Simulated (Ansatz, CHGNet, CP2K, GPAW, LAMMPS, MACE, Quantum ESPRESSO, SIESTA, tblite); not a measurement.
# GPAW runs on liquid mixture of dimethylformamide and H2O at 300 K (102 atoms), part 2 of 2

Aim: run liquid mixture of dimethylformamide and H2O at 300 K (102 atoms) in GPAW and see how near its forces come to a plane-wave reference, and at what cost.

Program: GPAW 26.7.0; the method stands at each step. Banners, paths, timers and routine set-up lines are dropped from the logs unmarked, and long logs keep their key lines alone; longer cuts are marked.

So far. Step 3 (PBE, LCAO szp(dzp), h 0.18 Å): Against the first run (42 %), the force difference from the reference is 157 %, at 0.72 times the CPU time (on 1 against 2 cores), with 603 basis functions against 822: the smaller basis costs accuracy. Step 4 (PBE, LCAO dzp, h 0.28 Å): Against the first run (42 %), the force difference from the reference is 182 %, at 0.47 times the CPU time (on 1 against 2 cores): the grid matters here.

### 5. PBE, LCAO sz(dzp), h 0.18 Å

Method: Kohn-Sham DFT, PBE, PAW, atomic orbitals (sz(dzp)).

The input, run.py:

```python
import numpy as np
from ase.io import read
from gpaw import GPAW, FermiDirac

atoms = read("structure.xyz")
atoms.calc = GPAW(
    mode="lcao",
    basis="sz(dzp)",
    h=0.18,
    xc="PBE",
    kpts={"size": (1, 1, 1), "gamma": True},
    occupations=FermiDirac(0.05),
    maxiter=200,
    symmetry={"point_group": False},
    txt="gpaw.txt",
)
energy = atoms.get_potential_energy(force_consistent=True)
forces = atoms.get_forces()
print(f"energy {energy:.6f} eV")
print("forces (eV/A)")
for i, (a, f) in enumerate(zip(atoms, forces)):
    print(f"{i:4d} {a.symbol:2s} {f[0]:10.5f} {f[1]:10.5f} {f[2]:10.5f}")
print(f"Fermi level {atoms.calc.get_fermi_level():.4f} eV")
for k in range(len(atoms.calc.get_ibz_k_points())):
    for s in range(atoms.calc.get_number_of_spins()):
        e = atoms.calc.get_eigenvalues(kpt=k, spin=s)
        n = np.searchsorted(e, atoms.calc.get_fermi_level())
        print(f"k {k} spin {s} levels about the Fermi level:", np.round(e[max(n - 6, 0):n], 4).tolist(), "|", np.round(e[n:n + 6], 4).tolist())
```

The input, structure.xyz:

```xyz
102
Lattice="10.18782 0.00000 0.00000 0.00000 10.18782 0.00000 0.00000 0.00000 10.18782" Properties=species:S:1:pos:R:3 pbc="T T T"
[... 102 atom lines left out: the same atoms as in the first run ...]
```

Launch:

```bash
OMP_NUM_THREADS=1 python run.py > output.txt
```

Output:

```text
energy -414.624834 eV
forces (eV/A)
   0 C     2.09341   -1.45951   -1.63831
   1 N    -0.43226    1.37704    1.27665
   2 C     1.71951   -0.25418    2.27412
   3 C    -2.32421   -5.25863   -5.31876
   4 O     3.93185    7.39973    7.08816
   5 H     1.93418    2.76172    2.73318
   6 H    -3.00656    1.88705   -3.04848
   7 H    -2.85128   -2.43724    2.58310
   8 H     2.74138   -1.18740   -1.92721
   9 H    -2.24055   -3.04757    0.53311
  10 H    -2.61547    2.90694   -2.81609
  11 H     0.85361   -2.67845   -1.88265
[...]
97 H    -2.71285    3.27413   -0.51589
  98 H    -1.46795   -2.80344   -1.54422
  99 O    -4.20592    3.08177   -2.01042
 100 H     0.57665   -2.66374    3.85134
 101 H     2.69557   -0.43795   -1.42150
Fermi level 0.3057 eV
k 0 spin 0 levels about the Fermi level: [-1.038, -0.9438, -0.8246, -0.7953, -0.7348, -0.1273] | [0.7387, 1.5214, 1.5799, 1.8823, 1.9325, 4.6844]
```

gpaw.txt:

```text
Input parameters:
  mode=LCAO(),
  basis={'default': 'sz(dzp)'},
  h=0.18,
  kpts=MonkhorstPack(size=(1, 1, 1), gamma=True),
  maxiter=200,
  occupations=Occupations(name='fermi-dirac', width=0.05, fixmagmom=False),
  symmetry=Symmetry(point_group=False),
  xc=XC(name='PBE')
[... lines left out ...]
  Fermi-Dirac:
[... lines left out ...]
convergence criteria:
- Maximum [total energy] change in last 3 cyles: 0.0005 eV / valence electron
[... lines left out ...]
Converged in 10 steps
[... lines left out ...]
  Free energy:    -414.624834
[... lines left out ...]
Fermi level: 0.306
[... lines left out ...]
|          0 |       -24.858 |     2.000 |
|        ... |               |           |
|        123 |        -1.085 |     2.000 |
|        124 |        -1.060 |     2.000 |
[...]
|        138 |         5.256 |     0.000 |
|        ... |               |           |
|        161 |         8.393 |     0.000 |
Gap: 0.866 eV
Transition (v -> c):
  (s=0, k=0, n=130, [0.00, 0.00, 0.00]) -> (s=0, k=0, n=131, [0.00, 0.00, 0.00])
No difference between direct/indirect transitions
Force computation time: 1.864  # s
timing:  # [seconds]
  Total:  21.655  # ━━━━━━━━━━━━━━━━━━━━━━━━━━━━━━━━━━━━━━━━━━━━━━━━━━━━━━━━━
  Init:    4.967  # ━━━━━━━━━━━━━
  SCF:    14.793  # ━━━━━━━━━━━━━━━━━━━━━━━━━━━━━━━━━━━━━━━
  Forces:  1.864  # ━━━━━
```

It took 23 s on 1 thread of Arm Neoverse V2, shared host; peak memory 0.72 GiB.

Against the reference:

```
r.m.s. force component                           : 2.586 eV/Å
r.m.s. difference of force components            : 2444 meV/Å
longest difference of force vectors              : 8807 meV/Å
force difference over r.m.s. force               : 274.3 %
slope of forces against the reference's          : 0.9487
correlation of force components                  : 0.3269
gap (highest filled to lowest empty level) : 0.866 eV
gap difference                                   : -2.81 eV
```

This is a coarse setting, run to see what it loses.

Against the first run (42 %), the force difference from the reference is 274 %, at 0.37 times the CPU time (on 1 against 2 cores), with 219 basis functions against 822: the smaller basis costs accuracy.

### 6. A run with a doubtful setting

Changes to run.py since step 5:

```diff
@@ -7,3 +7,3 @@
     mode="lcao",
-    basis="sz(dzp)",
+    basis="dzp",
     h=0.18,
@@ -12,4 +12,5 @@
     occupations=FermiDirac(0.05),
-    maxiter=200,
+    maxiter=60,
     symmetry={"point_group": False},
+    nbands=65,
     txt="gpaw.txt",
```

structure.xyz is that of step 5.

Output:

```text
ValueError: Too few bands!  Electrons: 262.0, bands: 65
```

gpaw.txt:

```text
Input parameters:
  mode=LCAO(),
  basis={'default': 'dzp'},
  h=0.18,
  kpts=MonkhorstPack(size=(1, 1, 1), gamma=True),
  maxiter=60,
  nbands=65,
  occupations=Occupations(name='fermi-dirac', width=0.05, fixmagmom=False),
  symmetry=Symmetry(point_group=False),
  xc=XC(name='PBE')
timing:  # [seconds]
  Total: 0.119  # ━━━━━━━━━━━━━━━━━━━━━━━━━━━━━━━━━━━━━━━━━━━━━━━━━━━━━━━━━━━
  Init:  0.099  # ━━━━━━━━━━━━━━━━━━━━━━━━━━━━━━━━━━━━━━━━━━━━━━━━╸
```

It took 1.3 s on 1 thread; peak memory 0.16 GiB.

The program stopped at the start. The fault in the input: too few bands (bands 65).

### 7. Side by side

Differences are against the plane-wave reference, forces as r.m.s. over components; share is that over the reference's r.m.s. force, slope the least-squares factor from reference forces to these. Total energies of different programs have different zeros and aren't compared.

```
                                       run  Δ force, r.m.s. (meV/Å)  share (%)  slope  Δ gap (eV)  cores  CPU time  memory (GiB)
                                 reference                        -          -      -           -      2   3.6 min           2.5
              GPAW PBE, LCAO dzp, h 0.18 Å                      370       41.5  1.019     -0.0183      2      62 s           1.1
GPAW PBE, LCAO szp(dzp), h 0.18 Å (coarse)                     1403        157  0.898       -1.87      1      45 s          0.88
     GPAW PBE, LCAO dzp, h 0.28 Å (coarse)                     1625        182  0.994      0.0141      1      29 s          0.37
 GPAW PBE, LCAO sz(dzp), h 0.18 Å (coarse)                     2444        274  0.949       -2.81      1      23 s          0.72
```

Rows marked coarse were listed beforehand as settings not expected to be converged; some can still land near the reference.

CPU time is summed over cores on a shared host, where runs went side by side, so it is rough. Symmetry, cutoffs, thresholds, outputs and thread counts weren't matched or tuned between programs; memory under MPI is the largest rank's times the ranks.

Within one program, basis, potentials and functional, energies share a zero. Each run against its twin at the usual cutoff or grid and solver:

```
                         run                twin  Δ energy (meV/atom)  Δ force, r.m.s. (meV/Å)         CPU time over the twin's
GPAW PBE, LCAO dzp, h 0.28 Å  LCAO dzp, h 0.18 Å                  413                     1557  0.47 (this twin ran on 2 cores)
```

### 8. Summary of results

| Property | Result |
| --- | --- |
| nearest in forces | GPAW PBE, LCAO dzp, h 0.18 Å, 42 % |
| its CPU time | 62 s |

**Reading.** The PBE run in local orbitals, coarse settings apart, differs by 42 % (GPAW PBE, LCAO dzp, h 0.18 Å); basis, grid and potentials can all enter, and differences of this size make the forces unusable. Runs with settings chosen to be coarse differ by 157 % (GPAW PBE, LCAO szp(dzp), h 0.18 Å) to 274 % (GPAW PBE, LCAO sz(dzp), h 0.18 Å), their programs' other errors included. Of the electronic-structure runs that take under half the reference's CPU time, GPAW PBE, LCAO dzp, h 0.18 Å comes nearest, at 42 % in 62 s against 3.6 min. In GPAW PBE, LCAO dzp, h 0.18 Å the difference has nearly one length on every H (0.61 eV/Å) and points along its bond, outwards: this method prefers longer bonds, and stiff bonds to hydrogen turn a small shift into a large force. At the same functional, gaps differ from the reference's 3.68 eV by between -2.81 and +0.01 eV. With short bonds to hydrogen, sets of potentials differ among themselves by several per cent in forces even at converged cutoffs, so the reference isn't exact here either. The network of contacts between molecules at the start is that of the classical potential that made the cell, and needn't be the one that DFT or experiment would give. The reference's PBE has no dispersion term, which matters for the binding between molecules or layers. The density was typed from a rule of thumb and may lie off the real one at this temperature. The electronic-structure runs sample only Γ, in a cell whose shortest periodic width is 10 Å.

[Also dropped from logs without a mark: logging warnings of Python, and SIESTA's first energy breakdown and zero terms.]

[Logs are printed without paths, hosts, clocks, repeated set-up lines and the standing remarks that a program may print on its own settings, such as how far it seeks lower states.]

[Hosts, paths, dates, database ids (printed as entryN), source tags and the programs' standing remarks are cut or masked in the printed files.]
